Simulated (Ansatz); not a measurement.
# A thicker film of HfO2 (110) from two thinner ones

In a field along its normal an insulating film takes a dipole p. Written as a length, p/(ε₀AE), it should grow by 1 − 1/ε for each ångström added.

**Method.** Ansatz 0.2.0, plane waves with PAW datasets (its set soft_2), PBE; fluorite films relaxed at a bulk in-plane lattice constant near the measured one, then held in weak fields of both signs with a dipole correction (A is the cell's area, E the outer field).

```tsv
run	distance between the outer atoms (Å)	p/(ε₀AE) (Å)
4 units	5.567	6.249
6 units	9.161	9.228
9 units	14.547	?
```

**Question.** What value belongs in the row marked “?”, and how far can the other rows tell?

Two rows fix a line: slope = (9.228 − 6.249) / (9.161 − 5.567) = 0.8289, intercept 1.6345. That slope means ε = 1/(1 − 0.8289) = 5.84. At 14.547 it gives 0.8289 × 14.547 + 1.6345 = 13.693 Å, beyond the rows fitted. Rounding of the rows alone allows about ±0.004 Å there; two rows can't show whether the line holds.

The run itself gives 13.671 Å: a miss of −0.022 Å, or 0.2 % of the value. The length is met to within 1 %, though ε is more sensitive than the length: the two thickest films give ε = 5.71.

**Limits.** This is the electronic response alone. A unit is one step of the cut along the normal (a plane, a pair of planes or a cell), and the layers relax along it, away from their bulk spacing where the functional's lattice constant differs from the one held.

[Logs are printed without paths, hosts, clocks, repeated set-up lines and the standing remarks that a program may print on its own settings, such as how far it seeks lower states.]
